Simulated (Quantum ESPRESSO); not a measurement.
# Mn2Co3Ge: which magnetic order is lowest

Wanted: the moments of Mn2Co3Ge and the energy of each order that was tried.

Program: Quantum ESPRESSO 7.5. Level of theory: LDA; plane waves with GBRV 1.5 LDA potentials, no spin-orbit coupling. Results are calculated unless marked as measured.

## Step 1: Set-up

Symmetry: P6_3/mmc, No. 194, hexagonal system. The conventional cell has a = 4.797 Å, b = 4.797 Å, c = 7.613 Å, α = 90.00°, β = 90.00°, γ = 120.00°. Mn has 9 Co at 2.74 to 2.78 Å and 3 Ge at 2.81 Å and 4 Mn at 2.82 to 2.94 Å nearest. Nearest to Co lie 4 Co at 2.30 to 2.50 Å and 2 Ge at 2.39 Å and 6 Mn at 2.74 to 2.78 Å. Ge has 6 Co at 2.39 Å and 6 Mn at 2.81 Å nearest. Farther neighbours are not listed.

The cell comes from Materials Project 2023-11-01, a database of computed structures, and need not be the stable phase.

## Step 2: Run 1, typed as ferro ++++++++++

The signs are those of the starting moments on the seeded atoms, the atoms that are given a moment.

Contents of pw.in:

```
&CONTROL
  calculation = 'scf'
  prefix = 'pwscf'
  outdir = './tmp'
  pseudo_dir = './pseudo'
  disk_io = 'nowf'
/
&SYSTEM
  ibrav = 0
  nat = 12
  ntyp = 3
  ecutwfc = 40
  ecutrho = 280
  nbnd = 128
  occupations = 'smearing'
  smearing = 'fd'
  degauss = 0.00734986
  nspin = 2
  starting_magnetization(1) = 0.2333
  starting_magnetization(2) = 0.1176
  starting_magnetization(3) = 0
/
&ELECTRONS
  conv_thr = 2.4d-08
  electron_maxstep = 150
  mixing_beta = 0.3
/
ATOMIC_SPECIES
Mn     54.9380 mn_lda_v1.5.uspp.F.UPF
Co     58.9332 co_lda_v1.2.uspp.F.UPF
Ge     72.6300 ge_lda_v1.4.uspp.F.UPF
CELL_PARAMETERS angstrom
   4.7974218594    0.0000000000    0.0000000000
  -2.3987109297    4.1546892029    0.0000000000
   0.0000000000    0.0000000000    7.6126920000
ATOMIC_POSITIONS crystal
Mn      0.6666666700    0.3333333300    0.5650900000
Mn      0.6666666700    0.3333333300    0.9349100000
Mn      0.3333333300    0.6666666700    0.4349100000
Mn      0.3333333300    0.6666666700    0.0650900000
Co      0.6530800000    0.8265400000    0.7500000000
Co      0.3469200000    0.1734600000    0.2500000000
Co      0.8265400000    0.1734600000    0.2500000000
Co      0.1734600000    0.8265400000    0.7500000000
Co      0.8265400000    0.6530800000    0.2500000000
Co      0.1734600000    0.3469200000    0.7500000000
Ge      0.0000000000    0.0000000000    0.5000000000
Ge      0.0000000000    0.0000000000    0.0000000000
K_POINTS automatic
6 6 6 0 0 0
```

Started as:

```
> OMP_NUM_THREADS=1 mpirun -n 4 pw.x -nk 4 -in pw.in > pw.out
```

The program printed:

```text
Program PWSCF v.7.5 starts

     Message from routine setup:
     using ibrav=0 with symmetry is DISCOURAGED, use correct ibrav instead

     K-points division:     npool     =       4
     Subspace diagonalization in iterative solution of the eigenvalue problem:

     G-vector sticks info
     --------------------
     sticks:   dense  smooth     PW     G-vecs:    dense   smooth      PW
     Sum        1585     913    253                80957    35049    5479

     Using Slab Decomposition

     bravais-lattice index     =            0
     lattice parameter (alat)  =       9.0658  a.u.
     unit-cell volume          =    1023.9560 (a.u.)^3
     number of atoms/cell      =           12
     number of atomic types    =            3
     number of electrons       =       190.00
     number of Kohn-Sham states=          128
     kinetic-energy cutoff     =      40.0000  Ry
     charge density cutoff     =     280.0000  Ry
     scf convergence threshold =      2.4E-08
     mixing beta               =       0.3000
     number of iterations used =            8  plain     mixing
     Exchange-correlation=  SLA  PZ   NOGX NOGC
                           (   1   1   0   0   0   0   0)

     celldm(1)=   9.065813  celldm(2)=   0.000000  celldm(3)=   0.000000
     celldm(4)=   0.000000  celldm(5)=   0.000000  celldm(6)=   0.000000

     crystal axes: (cart. coord. in units of alat)
               a(1) = (   1.000000   0.000000   0.000000 )
               a(2) = (  -0.500000   0.866025   0.000000 )
               a(3) = (   0.000000   0.000000   1.586830 )

     reciprocal axes: (cart. coord. in units 2 pi/alat)
               b(1) = (  1.000000  0.577350 -0.000000 )
               b(2) = (  0.000000  1.154701  0.000000 )
               b(3) = (  0.000000 -0.000000  0.630187 )

     PseudoPot. # 1 for Mn read from file:
     mn_lda_v1.5.uspp.F.UPF
     Pseudo is Ultrasoft + core correction, Zval = 15.0
     Generated by new atomic code, or converted to UPF format
     Using radial grid of  859 points,  6 beta functions with:
                l(1) =   0
                l(2) =   0
                l(3) =   1
                l(4) =   1
                l(5) =   2
                l(6) =   2
     Q(r) pseudized with  8 coefficients,  rinner =    0.950   0.950   0.950
                                                       0.950   0.950

     PseudoPot. # 2 for Co read from file:
     co_lda_v1.2.uspp.F.UPF
     Pseudo is Ultrasoft + core correction, Zval = 17.0
     Generated by new atomic code, or converted to UPF format
     Using radial grid of  863 points,  6 beta functions with:
                l(1) =   0
                l(2) =   0
                l(3) =   1
                l(4) =   1
                l(5) =   2
                l(6) =   2
     Q(r) pseudized with  8 coefficients,  rinner =    1.200   1.200   1.200
                                                       1.200   1.200

     PseudoPot. # 3 for Ge read from file:
     ge_lda_v1.4.uspp.F.UPF
     Pseudo is Ultrasoft + core correction, Zval = 14.0
     Generated by new atomic code, or converted to UPF format
     Using radial grid of  873 points,  6 beta functions with:
                l(1) =   0
                l(2) =   0
                l(3) =   1
                l(4) =   1
                l(5) =   2
                l(6) =   2
     Q(r) pseudized with  8 coefficients,  rinner =    1.400   1.400   1.400
                                                       1.400   1.400

     atomic species   valence    mass     pseudopotential
     Mn               15.00    54.93800     Mn( 1.00)
     Co               17.00    58.93320     Co( 1.00)
     Ge               14.00    72.63000     Ge( 1.00)

     Starting magnetic structure
     atomic species   magnetization
     Mn              0.233
     Co              0.118
     Ge              0.000

     24 Sym. Ops., with inversion, found (12 have fractional translation)

   Cartesian axes

     site n.     atom                  positions (alat units)
         1        Mn     tau(   1) = (   0.5000000   0.2886751   0.8967017  )
         2        Mn     tau(   2) = (   0.5000000   0.2886751   1.4835431  )
         3        Mn     tau(   3) = (  -0.0000000   0.5773503   0.6901282  )
         4        Mn     tau(   4) = (  -0.0000000   0.5773503   0.1032868  )
         5        Co     tau(   5) = (   0.2398100   0.7158046   1.1901224  )
         6        Co     tau(   6) = (   0.2601900   0.1502208   0.3967075  )
         7        Co     tau(   7) = (   0.7398100   0.1502208   0.3967075  )
         8        Co     tau(   8) = (  -0.2398100   0.7158046   1.1901224  )
         9        Co     tau(   9) = (   0.5000000   0.5655839   0.3967075  )
        10        Co     tau(  10) = (   0.0000000   0.3004415   1.1901224  )
        11        Ge     tau(  11) = (   0.0000000   0.0000000   0.7934149  )
        12        Ge     tau(  12) = (   0.0000000   0.0000000   0.0000000  )

     number of k points=    28  Fermi-Dirac smearing, width (Ry)=  0.0073
                       cart. coord. in units 2pi/alat
        k(    1) = (   0.0000000   0.0000000   0.0000000), wk =   0.0046296
        k(    2) = (   0.0000000   0.0000000   0.1050312), wk =   0.0092593
        k(    3) = (   0.0000000   0.0000000   0.2100624), wk =   0.0092593
        k(    4) = (   0.0000000   0.0000000  -0.3150937), wk =   0.0046296
        k(    5) = (   0.0000000   0.1924501   0.0000000), wk =   0.0277778
        [... 23 further k-points ...]

     Dense  grid:    80957 G-vectors     FFT dimensions: (  50,  50,  80)

     Smooth grid:    35049 G-vectors     FFT dimensions: (  40,  40,  60)

     Check: negative core charge=   -0.000052
     Generating pointlists ...
     new r_m :   0.2358 (alat units)  2.1374 (a.u.) for type    1
     new r_m :   0.1978 (alat units)  1.7936 (a.u.) for type    2
     new r_m :   0.2053 (alat units)  1.8610 (a.u.) for type    3

     Initial potential from superposition of free atoms

     starting charge     181.9983, renormalised to     190.0000
     Starting wfcs are  148 randomized atomic wfcs

     Self-consistent Calculation

     iteration #  1     ecut=    40.00 Ry     beta= 0.30
     Davidson diagonalization with overlap
     ethr =  1.00E-02,  avg # of iterations =  2.2

     total energy              =   -3048.56687233 Ry
     estimated scf accuracy    <      44.70310026 Ry

     total magnetization       =    17.80 Bohr mag/cell
     absolute magnetization    =    18.09 Bohr mag/cell

     iteration #  2     ecut=    40.00 Ry     beta= 0.30
     Davidson diagonalization with overlap
     ethr =  1.00E-02,  avg # of iterations =  3.0

     total energy              =   -3053.05570382 Ry
     estimated scf accuracy    <     100.79534395 Ry

     total magnetization       =     4.12 Bohr mag/cell
     absolute magnetization    =     4.46 Bohr mag/cell

     iteration #  3     ecut=    40.00 Ry     beta= 0.30
     Davidson diagonalization with overlap
     ethr =  1.00E-02,  avg # of iterations =  2.0

     total energy              =   -3058.47383799 Ry
     estimated scf accuracy    <      24.45287697 Ry

     total magnetization       =    18.29 Bohr mag/cell
     absolute magnetization    =    19.31 Bohr mag/cell

     [... further iterations left out ...]

     iteration # 21     ecut=    40.00 Ry     beta= 0.30
     Davidson diagonalization with overlap
     ethr =  1.99E-08,  avg # of iterations =  1.1

     total energy              =   -3060.90659547 Ry
     estimated scf accuracy    <       0.00001086 Ry

     total magnetization       =    21.49 Bohr mag/cell
     absolute magnetization    =    22.58 Bohr mag/cell

     iteration # 22     ecut=    40.00 Ry     beta= 0.30
     Davidson diagonalization with overlap
     ethr =  5.72E-09,  avg # of iterations =  1.1

     total energy              =   -3060.90659664 Ry
     estimated scf accuracy    <       0.00000023 Ry

     total magnetization       =    21.49 Bohr mag/cell
     absolute magnetization    =    22.58 Bohr mag/cell

     iteration # 23     ecut=    40.00 Ry     beta= 0.30
     Davidson diagonalization with overlap
     ethr =  1.21E-10,  avg # of iterations =  2.0

     total energy              =   -3060.90659680 Ry
     estimated scf accuracy    <       0.00000006 Ry

     total magnetization       =    21.50 Bohr mag/cell
     absolute magnetization    =    22.58 Bohr mag/cell

     iteration # 24     ecut=    40.00 Ry     beta= 0.30
     Davidson diagonalization with overlap
     ethr =  3.06E-11,  avg # of iterations =  2.0

     Magnetic moment per site  (integrated on atomic sphere of radius R)
     atom   1 (R=0.236)  charge= 13.6261  magn=  3.3317
     atom   2 (R=0.236)  charge= 13.6261  magn=  3.3317
     atom   3 (R=0.236)  charge= 13.6261  magn=  3.3317
     atom   4 (R=0.236)  charge= 13.6261  magn=  3.3317
     atom   5 (R=0.198)  charge= 15.2112  magn=  1.3883
     atom   6 (R=0.198)  charge= 15.2112  magn=  1.3883
     atom   7 (R=0.198)  charge= 15.2112  magn=  1.3883
     atom   8 (R=0.198)  charge= 15.2112  magn=  1.3883
     atom   9 (R=0.198)  charge= 15.2112  magn=  1.3883
     atom  10 (R=0.198)  charge= 15.2112  magn=  1.3883
     atom  11 (R=0.205)  charge= 11.7711  magn= -0.0709
     atom  12 (R=0.205)  charge= 11.7711  magn= -0.0709

     End of self-consistent calculation

     [... lines left out ...]
     the Fermi energy is    15.9717 ev

!    total energy              =   -3060.90659684 Ry
     estimated scf accuracy    <          2.0E-09 Ry
     smearing contrib. (-TS)   =      -0.03504472 Ry
     internal energy E=F+TS    =   -3060.87155212 Ry

     The total energy is F=E-TS. E is the sum of the following terms:
     one-electron contribution =   -1626.83417603 Ry
     hartree contribution      =     933.74141148 Ry
     xc contribution           =    -413.35654205 Ry
     ewald contribution        =   -1954.42224552 Ry

     total magnetization       =    21.49 Bohr mag/cell
     absolute magnetization    =    22.58 Bohr mag/cell

     convergence has been achieved in  24 iterations

=------------------------------------------------------------------------------=
   JOB DONE.
=------------------------------------------------------------------------------=
```

It took 19 min on 4 MPI ranks of AMD EPYC 7571, shared host; peak memory 1.2 GiB.

Spin moment in the atom's sphere by atom:

| atom | spin moment in the atom's sphere (μB) |
| --- | --- |
| Mn1 | 3.33 |
| Mn2 | 3.33 |
| Mn3 | 3.33 |
| Mn4 | 3.33 |
| Co5 | 1.39 |
| Co6 | 1.39 |
| Co7 | 1.39 |
| Co8 | 1.39 |
| Co9 | 1.39 |
| Co10 | 1.39 |
| Ge11 | -0.07 |
| Ge12 | -0.07 |

Read from the output:

| Quantity | Value |
| --- | --- |
| smearing term TS | 0.4768 eV |
| magnetization | 21.49 μB |
| absolute magnetization | 22.58 μB |
| final state | ferromagnetic |

Spin density in the ac plane at fractional y = 0.333, with atoms of Mn and Co within 0.2 Å of it.

Ten even steps from '0' (0.0 e/Å³) to '9' (5.1 e/Å³), each cell a mean:
```
00000000485100
00000001496100
00000000242000
00000000000000
02420000000000
02740000000000
00110000000000
00000000111000
00000000374100
00000001596100
00000000253000
00000000000000
00000000000000
00000000000000
00000000000000
00000000000000
00000000000000
00000000000000
00000000000000
00000000000000
00000000000000
00000000121000
```
Columns run along a (4.8 Å), rows up along c (7.6 Å). Atoms in or near the plane, at fractional coordinates: Mn at (0.67, 0.57), Mn at (0.67, 0.93), Co at (0.17, 0.75).

Valence density in the ac plane at fractional y = 0.333, with atoms of Mn and Co within 0.2 Å of it. It is the smooth field of the valence electrons, not physical close to the nuclei.

Ten steps, logarithmic in the rise over the least value, from '0' (0 e/Å³) to '9' (36 e/Å³), each cell a mean:
```
00000003787410
00000003787410
01110002576300
14542000122000
37984100000000
38984100000000
25763000010000
02321001354200
00000003687410
00000003788410
00000002576300
00000000232100
00000000000000
00000000000000
00000111000111
10001332101233
20001342111233
10001221100122
00000010000000
00000000000000
00000000111000
00000001454200
```
Columns run along a (4.8 Å), rows up along c (7.6 Å). Atoms in or near the plane, at fractional coordinates: Mn at (0.67, 0.57), Mn at (0.67, 0.93), Co at (0.17, 0.75).

## Step 3: Start 2: antiferro ++−−++−−−+

Contents of pw.in:

```
&CONTROL
  calculation = 'scf'
  prefix = 'pwscf'
  outdir = './tmp'
  pseudo_dir = './pseudo'
  disk_io = 'nowf'
/
&SYSTEM
  ibrav = 0
  nat = 12
  ntyp = 5
  ecutwfc = 40
  ecutrho = 280
  nbnd = 115
  occupations = 'smearing'
  smearing = 'fd'
  degauss = 0.00734986
  nspin = 2
  starting_magnetization(1) = 0.2333
  starting_magnetization(2) = -0.2333
  starting_magnetization(3) = 0.1176
  starting_magnetization(4) = -0.1176
  starting_magnetization(5) = 0
/
&ELECTRONS
  conv_thr = 2.4d-08
  electron_maxstep = 150
  mixing_beta = 0.3
/
ATOMIC_SPECIES
Mn1    54.9380 mn_lda_v1.5.uspp.F.UPF
Mn2    54.9380 mn_lda_v1.5.uspp.F.UPF
Co1    58.9332 co_lda_v1.2.uspp.F.UPF
Co2    58.9332 co_lda_v1.2.uspp.F.UPF
Ge     72.6300 ge_lda_v1.4.uspp.F.UPF
CELL_PARAMETERS angstrom
   4.7974218594    0.0000000000    0.0000000000
  -2.3987109297    4.1546892029    0.0000000000
   0.0000000000    0.0000000000    7.6126920000
ATOMIC_POSITIONS crystal
Mn1     0.6666666700    0.3333333300    0.5650900000
Mn1     0.6666666700    0.3333333300    0.9349100000
Mn2     0.3333333300    0.6666666700    0.4349100000
Mn2     0.3333333300    0.6666666700    0.0650900000
Co1     0.6530800000    0.8265400000    0.7500000000
Co1     0.3469200000    0.1734600000    0.2500000000
Co2     0.8265400000    0.1734600000    0.2500000000
Co2     0.1734600000    0.8265400000    0.7500000000
Co2     0.8265400000    0.6530800000    0.2500000000
Co1     0.1734600000    0.3469200000    0.7500000000
Ge      0.0000000000    0.0000000000    0.5000000000
Ge      0.0000000000    0.0000000000    0.0000000000
K_POINTS automatic
6 6 6 0 0 0
```

The program printed:

```text
     [... lines left out ...]
Program PWSCF v.7.5 starts
     [... lines left out ...]
     number of atoms/cell      =           12
     [... lines left out ...]
     number of electrons       =       190.00
     number of Kohn-Sham states=          115
     kinetic-energy cutoff     =      40.0000  Ry
     charge density cutoff     =     280.0000  Ry
     scf convergence threshold =      2.4E-08
     [... lines left out ...]
      2 Sym. Ops. (no inversion) found ( 1 have fractional translation)
     [... lines left out ...]
     number of k points=    80  Fermi-Dirac smearing, width (Ry)=  0.0073
     [... lines left out ...]
     iteration # 34     ecut=    40.00 Ry     beta= 0.30
     [... lines left out ...]
[key lines of the parts left out:]
total energy              =   -3060.87476382 Ry
total magnetization       =     0.00 Bohr mag/cell
```

It took 58 min on 4 MPI ranks; peak memory 2 GiB.

Residual by cycle:

cycle, log10 residual and a bar from the least value:
```
        1        2.8 ##############################
        4        2.4 ###########################
        7        1.2 ###################
       10        1.5 #####################
       13        0.2 ############
       16       -0.3 ########
       18        0.6 ###############
       21       -1.1 ###
       24       -1.4 #
       27       -1.4 
       30       -1.5 
       33       -1.4
```

The run was cut off at its time limit.

After 33 cycles the residual stands at 0.039.

## Step 4: Run 3, typed as antiferro +−−++++−−−

pw.in, as its differences from that of step 3:

```diff
@@ -41,11 +41,11 @@
 Mn1     0.6666666700    0.3333333300    0.5650900000
-Mn1     0.6666666700    0.3333333300    0.9349100000
+Mn2     0.6666666700    0.3333333300    0.9349100000
 Mn2     0.3333333300    0.6666666700    0.4349100000
-Mn2     0.3333333300    0.6666666700    0.0650900000
+Mn1     0.3333333300    0.6666666700    0.0650900000
 Co1     0.6530800000    0.8265400000    0.7500000000
 Co1     0.3469200000    0.1734600000    0.2500000000
-Co2     0.8265400000    0.1734600000    0.2500000000
+Co1     0.8265400000    0.1734600000    0.2500000000
 Co2     0.1734600000    0.8265400000    0.7500000000
 Co2     0.8265400000    0.6530800000    0.2500000000
-Co1     0.1734600000    0.3469200000    0.7500000000
+Co2     0.1734600000    0.3469200000    0.7500000000
 Ge      0.0000000000    0.0000000000    0.5000000000
```

The program printed:

```text
     [... lines left out ...]
Program PWSCF v.7.5 starts
     [... lines left out ...]
     number of atoms/cell      =           12
     [... lines left out ...]
     number of electrons       =       190.00
     number of Kohn-Sham states=          115
     kinetic-energy cutoff     =      40.0000  Ry
     charge density cutoff     =     280.0000  Ry
     scf convergence threshold =      2.4E-08
     [... lines left out ...]
     No symmetry found
     [... lines left out ...]
     number of k points=   112  Fermi-Dirac smearing, width (Ry)=  0.0073
     [... lines left out ...]
     iteration # 14     ecut=    40.00 Ry     beta= 0.30
     [... lines left out ...]
[key lines of the parts left out:]
total energy              =   -3060.86671284 Ry
total magnetization       =     0.30 Bohr mag/cell
```

It took 31 min on 4 MPI ranks; peak memory 2.5 GiB.

Residual by cycle:

cycle, log10 residual and a bar from the least value:
```
        1        2.8 ##########################
        2        3.1 ##############################
        3        2.7 #########################
        4        2.4 ######################
        5        2.4 ######################
        6        2.4 ######################
        8        1.0 #######
        9        1.3 ##########
       10        1.4 ###########
       11        1.5 ############
       12        0.5 #
       13        0.4
```

The run was cut off at its time limit.

After 13 cycles the residual stands at 2.4.

## Step 5: Results

```
state of the parallel start : ferromagnetic (from ferro ++++++++++)
largest site moment         : 3.33 μB
```

In words: No opposed start converged, so the orders are not ranked. Energies are free energies at an electronic temperature of 1160 K, which lowers moments and differences where the moments are itinerant.

[Logs and program files are shortened in this print: banners, set-up blocks, solver, clock and traceback lines can be left out without a mark of their own.]

[Logs are printed without paths, hosts, clocks, repeated set-up lines and the standing remarks that a program may print on its own settings, such as how far it seeks lower states.]

[Hosts, paths, dates, database ids (printed as entryN), source tags and the programs' standing remarks are cut or masked in the printed files.]

[Where a cell is said to come from a database of computed structures, the database is the Materials Project.]
